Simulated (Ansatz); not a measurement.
# CH3 on Zr(0001), ontop start, 2x2 cell: work function, bands and core levels, part 4 of 5

Wanted: core-level shifts and unfolded surface bands for CH3 on Zr(0001), ontop start, 2x2 cell.

Ansatz 0.2.0; DFT, PBE, plane-wave PAW, default files, scalar-relativistic.

So far, work function, upper face (eV): step 2 (the clean face) 4.16; step 3 (relaxing the atoms) 4.30.

## (4) Layer-resolved bands, DOS and potential (continued)

Maxima picked by a test of local sharpness, so broad peaks and shoulders can be missing; peaks within 0.45 eV of a curve's cut are left out. Valence peaks, by row:

| photon energy (eV) | binding energy (eV) | height (% of the maximum within 13 eV) | main shell | its share (%) |
| --- | --- | --- | --- | --- |
| 21.2 | 5.25 | 61.2 | C 2p | 66.87 |
| 21.2 | 1.75 | 92.55 | Zr 4d | 81.73 |
| 21.2 | 0.85 | 100 | Zr 4d | 96.6 |
| 60 | 26.85 | 19.66 | Zr 4p | 96.52 |
| 60 | 12.05 | 38.68 | C 2s | 82.52 |
| 60 | 5.25 | 100 | C 2p | 84.27 |
| 60 | 1.85 | 39.65 | C 2p | 84.15 |
| 1487 | 26.75 | 702.7 | Zr 4p | 99.76 |
| 1487 | 12.05 | 8.28 | C 2s | 71.33 |
| 1487 | 0.85 | 100 | Zr 4d | 95.24 |
| 8048 | 26.75 | 2339 | Zr 4p | 99.85 |
| 8048 | 12.1 | 11.83 | Zr 4p | 54.72 |
| 8048 | 2.3 | 100 | Zr 5s | 60.75 |
| 8048 | 0.8 | 89.42 | Zr 4d | 65.49 |

The planar mean, electrostatic potential oscillates, so the rows of the table below give means over windows of 2.66 Å about each position, cut where the curve ends. Its maxima inside the range that stand out by 2 % of the span (Å: eV): 8.8: -0.0461, 11.5: 0.0860, 14.0: -0.806, 17.2: 2.95. Its minima: 7.5: -18.0, 10.1: -17.9, 12.7: -17.8, 15.2: -16.6, 18.2: 0.429.

From the Fermi level. The planar mean, electrostatic potential by z; means over each step:

z (Å), planar mean, electrostatic potential (eV) and a bar from the least value:
```
     1.33        4.2 ##############################
     3.99        4.1 ##############################
     6.65       -6.1 #####
     9.31       -8.3 
    11.97       -8.0 #
    14.63       -8.4 
    17.29        0.7 ######################
    19.95        4.1 ##############################
    22.61        4.3 ##############################
```

The intensity has structure finer than the step of the table below, so its rows give means over 1 eV, whole bins alone (the curve runs from -29.3 to 1.43 eV). Peaks (eV: height): C K -5.3: 98.4, -1.8: 34.6; C K, E along x -5.3: 147; C K, E along y -5.3: 147; C K, E along z -1.8: 102; Zr L-beta2 -1.1: 99.9.

Shapes are the site's partial DOS without matrix elements, which overweights lines from ligand s bands. The intensity by emission energy less the core level's binding energy, zero at the Fermi level; means over each step; values in % of the unpolarised maximum:

```csv
emission energy less the core level's binding energy (eV),C K,"C K, E along x","C K, E along y","C K, E along z",Zr L-beta2
-28,0.129,0.0446,0.0447,0.296,1.03
-27,0.317,0.0822,0.0822,0.786,1.44
-26,0.183,0.0468,0.0468,0.457,1.17
-25,0.0661,0.0265,0.0265,0.145,0.728
-24,0.0382,0.0226,0.0227,0.0694,0.499
-23,0.0298,0.0227,0.0227,0.0441,0.403
-22,0.0273,0.0242,0.0242,0.0335,0.366
-21,0.0274,0.0266,0.0267,0.0288,0.359
-20,0.0290,0.0299,0.0299,0.0273,0.369
-19,0.0320,0.0341,0.0341,0.0278,0.392
-18,0.0364,0.0394,0.0394,0.0303,0.427
-17,0.0426,0.0462,0.0462,0.0353,0.473
-16,0.0516,0.0550,0.0551,0.0446,0.533
-15,0.0659,0.0668,0.0668,0.0640,0.611
-14,0.0949,0.0829,0.0829,0.119,0.718
-13,0.225,0.106,0.106,0.463,0.874
-12,0.677,0.140,0.139,1.75,1.07
-11,0.254,0.192,0.192,0.378,1.24
-10,0.236,0.283,0.283,0.142,1.49
-9,0.344,0.457,0.457,0.118,1.90
-8,0.622,0.865,0.865,0.135,2.54
-7,1.57,2.27,2.27,0.184,3.59
-6,14.0,21.0,20.8,0.303,5.54
-5,52.6,78.4,78.7,0.809,9.40
-4,4.47,5.05,5.08,3.27,18.8
-3,8.05,1.41,1.41,21.3,44.9
-2,25.7,0.838,0.833,75.5,82.3
-1,7.36,0.796,0.790,20.5,97.5
0,1.77,0.428,0.425,4.32,65.9
```

Sums over each group's atoms; left-over states aren't shared out by site. Site centres, by row:

```
       group  element  shell  occupied states  centre of occupied part (eV)  centre up to the window's top (eV)
   adsorbate        H     1s            2.412                        -7.354                              -7.135
   adsorbate        C     2s            1.136                        -11.57                              -11.32
   adsorbate        C     2p            3.673                        -4.267                              -4.133
     layer 1       Zr     5s            3.431                        -3.306                              -2.542
     layer 1       Zr     4p            23.68                        -26.88                              -26.88
     layer 1       Zr     4d            12.17                        -1.662                             -0.5565
     layer 2       Zr     5s            3.258                        -3.916                              -3.293
     layer 2       Zr     4p            23.64                        -26.62                              -26.62
     layer 2       Zr     4d            12.56                        -1.852                              -0.757
     layer 3       Zr     5s            3.287                        -3.878                              -3.268
     layer 3       Zr     4p            23.66                        -26.68                              -26.68
     layer 3       Zr     4d            12.49                        -1.813                             -0.7401
other layers       Zr     5s            3.651                        -3.023                              -2.339
other layers       Zr     4p            23.73                           -27                                 -27
other layers       Zr     4d            12.21                        -1.489                             -0.4832
```

Recipe: projected DOS times atomic cross section and asymmetry factor (unpolarised light, 54.7° from the beam), occupied states only, Fermi edge at 300 K, a Lorentzian width of 0.05 eV growing by 0.05 eV per eV of binding energy, and a resolution of 0.6 eV. Each atom is damped by exp[−depth/(λ cos θ)], θ = 75° from the normal, λ from the universal curve. Curves are cut 10 eV under the photon energy, above any shell that the free atom's threshold puts out of reach, or at the lower edge of the window: 11.2 eV at 21.2 eV, 29.3 eV at 60 eV, 29.3 eV at 1486.7 eV and 29.3 eV at 8047.8 eV. A star in tables and legends marks shells that hold the states left over by the projection (0.7 % of the filled ones), a stand-in for orbitals that the files don't project on. Matrix elements of the solid and inelastic losses aren't modelled, nor non-dipole terms, which matter above 3 keV.

How the area divides among the shells (%):

```csv
shell,21.2 eV,60 eV,1486.7 eV,8047.8 eV
H 1s,6.3,9.4,0.0,0.0
C 2s,0.1,18.2,0.5,0.1
C 2p,20.6,51.1,0.0,0.0
Zr 5s,0.1,0.4,1.3,3.2
Zr 4p,0.0,17.2,86.6,94.2
Zr 4d,72.8,3.7,11.6,2.3
```

Cross sections used, in Mb an electron:

```csv
shell,21.2 eV,60 eV,1486.7 eV,8047.8 eV
H 1s,1.9,0.092,3.0e-6,9.6e-9
C 2s,0.58,0.38,3.1e-4,2.0e-6
C 2p,2.7,0.33,9.8e-6,1.2e-8
Zr 5s,0.033,0.028,2.2e-4,7.7e-6
Zr 4p,-,0.21,0.0024,3.5e-5
Zr 4d,5.5,0.081,5.6e-4,1.5e-6
```

Regions along c: top from 14.7 to 22.3 Å, middle from 10.8 to 14.7 Å, bottom from 3.5 to 10.8 Å.

The largest force component on a free atom is 0.029 eV/Å, so the atoms are at rest for these settings too. At the Fermi level the DOS is 28.19 states/eV a cell, and on the broadened curves Zr 4d holds 87 % of the total there.

## (5) Core levels by total-energy differences

XPS shifts tell sites apart. Each chosen atom gets a core hole in a self-consistent pass of its own.

The input, input.yaml:

```yaml
crystal:
  lattice:
    - [6.46, 0.0, 0.0]
    - [3.23, 5.5945241084, 0.0]
    - [0.0, 0.0, 25.165]
  atoms:
    - { symbol: H, position: [0.1808170305, -0.0854415403, 0.7259166604] }
    - { symbol: H, position: [0.8992312994, 0.1850258611, 0.7264746775] }
    - { symbol: H, position: [-0.0896447955, 0.9034185849, 0.7265010142] }
    - { symbol: C_h, position: [-0.0039713324, 0.0013286369, 0.7103735802] }
    - { symbol: Zr_h, position: [-0.0005102544, 0.0001707117, 0.6212871095] }
    - { symbol: Zr, position: [0.494994131, 0.0097256277, 0.6012241976] }
    - { symbol: Zr_h, position: [0.009929025, 0.4952453701, 0.6012208961] }
    - { symbol: Zr, position: [0.4954553699, 0.4948622118, 0.6012219231] }
    - { symbol: Zr, position: [0.8346511417, 0.3306790978, 0.5072363965] }
    - { symbol: Zr, position: [0.3333052242, 0.3333376986, 0.5031393983] }
    - { symbol: Zr, position: [0.8346137483, 0.8346758507, 0.5072352504] }
    - { symbol: Zr, position: [0.3306737895, 0.8346327693, 0.5072359608] }
    - { symbol: Zr_h, position: [0.0, 0.0, 0.400755017] }
    - { symbol: Zr, position: [0.5, 0.0, 0.400755017] }
    - { symbol: Zr, position: [0.0, 0.5, 0.400755017] }
    - { symbol: Zr, position: [0.5, 0.5, 0.400755017] }
    - { symbol: Zr, position: [0.833333333, 0.333333333, 0.298032982] }
    - { symbol: Zr, position: [0.333333333, 0.333333333, 0.298032982] }
    - { symbol: Zr, position: [0.833333333, 0.833333333, 0.298032982] }
    - { symbol: Zr, position: [0.333333333, 0.833333333, 0.298032982] }
kpoints:
  mp_grid: { grid: [6, 6, 1] }
scf:
  occupations: { method: fermi_dirac, width: 0.05 }
  n_extra_bands: 16
hamiltonian:
  xc: pbe
  pseudopotentials: { kind: paw }
output:
  forces: true
  write_potential: true
  volumetric_format: []
  core_levels:
    shells: { C_h: "1s", Zr_h: "3d" }
    counted_from: fermi_level
    add_spin: always
efield:
  axis: 3
  dipole_correction: true
```

Command:

```console
$ ansatz run input.yaml --threads 8 --pin off --max-ram 20480MiB --backend cpu --events-out ev --progress --plain --runs-dir out
```

Numbers of over 12 decimals in the logs are rounded to 6 here.

Log:

```text
[...]
Crystal: 20 atoms, lattice volume = 909.479 Å³
Basis set: ecut = 420 eV, 17797 PW (Γ), exchange–correlation on 90×90×360 points (8 copies of the dense FFT grid, shifted against one another)
Bands: 116, of which v1, the nominal top of the filled ones, is band 100 counted from 1 (99 counted from 0)
Symmetry: 1 space group operations
[...]
k-points: 20 of 36 (time reversal used)
[...]
SCF iter   1: F=—  HF=-67233.236759 eV  |F-HF|=—  |Δ(HF+E_count)|=         —  Δρ=5.70e-3  dr2=9.28e0  ethr=1.77e-3  p=0.061 e·Å  D=1.21e-2 V/Å  ΔV_dip=-0.30 eV  dr2_dipole=5.83e0  V_vac-E_F(+/−)=3.91/4.22 eV  ⟨swp⟩=8.6  Hψ=10143  notcnv=0
[...]
SCF iter   9: F=-67233.120381 eV  HF=-67233.120381 eV  |F-HF|=5.60e-8  |Δ(HF+E_count)|=   8.34e-8  Δρ=1.38e-6  dr2=8.81e-8  ethr=5.03e-11  p=-0.021 e·Å  D=-4.23e-3 V/Å  ΔV_dip=0.11 eV  dr2_dipole=6.59e-9  V_vac-E_F(+/−)=4.31/4.20 eV  ⟨swp⟩=14.1  Hψ=18660  notcnv=0
[...]
SCF 1 converged in 9 iterations: F = -67233.120381 eV  dr2 = 8.81e-8
[...]
── core hole 1/4: 1s of C_h 3 ──
── 1s of C_h 3: 282.007 eV over the cell without the hole, in 21 iterations ──
── core hole 2/4: 3d of Zr_h 4 ──
── 3d of Zr_h 4: 178.102 eV over the cell without the hole, in 26 iterations ──
── core hole 3/4: 3d of Zr_h 6 ──
── 3d of Zr_h 6: 177.900 eV over the cell without the hole, in 25 iterations ──
── core hole 4/4: 3d of Zr_h 12 ──
── 3d of Zr_h 12: 177.879 eV over the cell without the hole, in 61 iterations ──
SCF converged after 9 iterations
Free energy (F): -67233.120381 eV
[...]
Internal energy: -67232.883806 eV  (E = F + TS)
E sigma→0 (E₀):  -67233.002093 eV
Entropy (-TS):   -0.236575 eV (-11.829 meV/atom)
Fermi energy:    3.501822 eV
Dipole field:    D = -0.004286 V/Å  (p = -0.021542 e·Å, saw-weighted, corrected)
Work function:   Φ+ = 4.3059 eV   Φ− = 4.1976 eV
[...]
--- Forces (eV/Å), atoms counted from 1 ---
  atom   1  H       -0.02153565     0.01022856    -0.00947927
  atom   2  H        0.00202360    -0.02626823    -0.00967457
  atom   3  H        0.02217017     0.01449343    -0.00909338
  atom   4  C_h     -0.00516663     0.00256834     0.02902831
  atom   5  Zr_h     0.00127837    -0.00035877    -0.00008543
  atom   6  Zr       0.00438376    -0.00267222    -0.00089161
  atom   7  Zr_h    -0.00412171    -0.00201236    -0.00102887
  atom   8  Zr       0.00035535     0.00435098    -0.00050988
  atom   9  Zr       0.00268279     0.00399858     0.00271690
  atom  10  Zr       0.00002637    -0.00005048    -0.00148647
  atom  11  Zr      -0.00497393     0.00019019     0.00328350
  atom  12  Zr       0.00221707    -0.00409865     0.00235278
  atom  13  Zr_h     0.00013351    -0.00015309    -0.13686671
  atom  14  Zr       0.00051125    -0.07205947    -0.66831520
  atom  15  Zr      -0.06206331     0.03577715    -0.66885645
  atom  16  Zr       0.06260251     0.03591081    -0.66818249
  atom  17  Zr       0.00014872     0.00246508     0.54556291
  atom  18  Zr      -0.00014640     0.00008139     0.50068258
  atom  19  Zr      -0.00218036    -0.00128249     0.54552647
  atom  20  Zr       0.00165653    -0.00110811     0.54551720
  max |Σ_I F_I| component: 2.00e-4 eV/Å
--- Band table (eV; the first three rows and the last of 20) ---
  k-point 0: bands = [... 96 lower, 3.6866, 3.7468, 4.0088, 4.1790, 4.2433, 4.2458, 4.3183, 4.3193, ... 12 higher]
  k-point 1: bands = [... 96 lower, 3.6540, 3.6560, 3.8434, 3.9309, 3.9847, 4.0342, 4.1420, 4.1719, ... 12 higher]
  k-point 2: bands = [... 96 lower, 3.3920, 3.4304, 3.5358, 3.5815, 3.6153, 3.6579, 3.7333, 3.8056, ... 12 higher]
  k-point 19: bands = [... 96 lower, 3.1564, 3.1743, 3.2241, 3.3399, 3.4055, 3.4167, 3.5592, 3.5635, ... 12 higher]
--- Core levels from the Fermi level (as output.core_levels.counted_from types it; a hole's nearest image at 6.5 Å) ---
  the holes have spin, as output.core_levels.add_spin types it
  atom         alike  shell      binding/eV   shift/eV difference/eV images/eV   SCF
  C_h 3            1     1s         282.007     +0.000       282.007         –    21
  Zr_h 4           1     3d         178.102     +0.000       178.102         –    26
  Zr_h 6           1     3d         177.900     -0.203       177.900         –    25
  Zr_h 12          1     3d         177.879     -0.223       177.879         –    61
  the dataset of C_h with a 1s hole: scattering error 0.003 eV (0.001 eV in the local channel); free atom: scalar-relativistic, large and small components
  the dataset of Zr_h with a 3d hole: scattering error 0.000 eV; free atom: scalar-relativistic, large and small components
  the two lines of Zr_h's 3d: 3d3/2 +1.430 eV and 3d5/2 -0.953 eV off its levels, 2 : 3 in strength
```

It took 15 min on 8 threads of Intel Xeon Platinum 8488C (Sapphire Rapids), shared host; peak memory 5.7 GiB.

Levels are total-energy differences with one electron taken from the core. The electron goes to the Fermi level, so the difference is a binding energy from E_F. The hole's nearest image is 6.5 Å away.

```
atom     region  shell  level (eV)  shift (eV)  potential at nucleus, shift (V)     j lines (eV)  doubts
  C4  adsorbate     1s      282.01           -                            +0.00                -       -
 Zr5    layer 1     3d      178.10       +0.22                            +0.25  179.53 / 177.15       -
 Zr7    layer 1     3d      177.90       +0.02                            +0.22  179.33 / 176.95       -
Zr13    layer 3     3d      177.88       +0.00                            +0.00  179.31 / 176.93       -
```

Levels of p, d and f shells are means over their two j lines, weighted by degeneracy; the splitting comes from the atom's own solve. Shifts count from the last listed atom of each element. A higher potential at the nucleus binds core electrons more tightly, so that column is a rough initial-state shift.

The Zr 3d lines of the listed atoms alone (other atoms of the cell aren't counted), as Gaussians 0.5 eV wide, no depth weighting. Table of intensity by Zr 3d level; read off at these points:

| Zr 3d level (eV) | intensity (%) |
| --- | --- |
| 176.0 | 0.00468 |
| 176.1 | 0.0330 |
| 176.2 | 0.186 |
| 176.3 | 0.861 |
| 176.4 | 3.17 |
| 176.5 | 9.40 |
| 176.6 | 22.5 |
| 176.7 | 44.0 |
| 176.8 | 70.0 |
| 176.9 | 91.7 |
| 177.0 | 100.0 |
| 177.1 | 91.3 |
| 177.2 | 70.5 |
| 177.3 | 46.1 |
| 177.4 | 25.4 |
| 177.5 | 11.8 |
| 177.6 | 4.50 |
| 177.7 | 1.41 |
| 177.8 | 0.362 |
| 177.9 | 0.0757 |
| 178.0 | 0.0127 |
| 178.1 | 0.00168 |
| 178.2 | 2.3e-4 |
| 178.3 | 5.4e-4 |
| 178.4 | 0.00441 |
| 178.5 | 0.0299 |
| 178.6 | 0.166 |
| 178.7 | 0.732 |
| 178.8 | 2.58 |
| 178.9 | 7.39 |
| 179.0 | 17.1 |
| 179.1 | 32.2 |
| 179.2 | 49.6 |
| 179.3 | 62.9 |
| 179.4 | 66.4 |
| 179.5 | 58.9 |
| 179.6 | 44.2 |
| 179.7 | 28.1 |
| 179.8 | 15.0 |
| 179.9 | 6.72 |
| 180.0 | 2.48 |
| 180.1 | 0.756 |
| 180.2 | 0.188 |
| 180.3 | 0.0374 |
| 180.4 | 0.00597 |

(Part 4 of 5 ends here.)

[Logs are printed without paths, hosts, clocks, repeated set-up lines and the standing remarks that a program may print on its own settings, such as how far it seeks lower states.]

[Hosts, paths, dates, database ids (printed as entryN), source tags and the programs' standing remarks are cut or masked in the printed files.]

[Maps of the electrostatic potential energy from Ansatz leave out the sawtooth potential of an applied field or a dipole correction, so their vacuum need not be flat; work functions include it.]
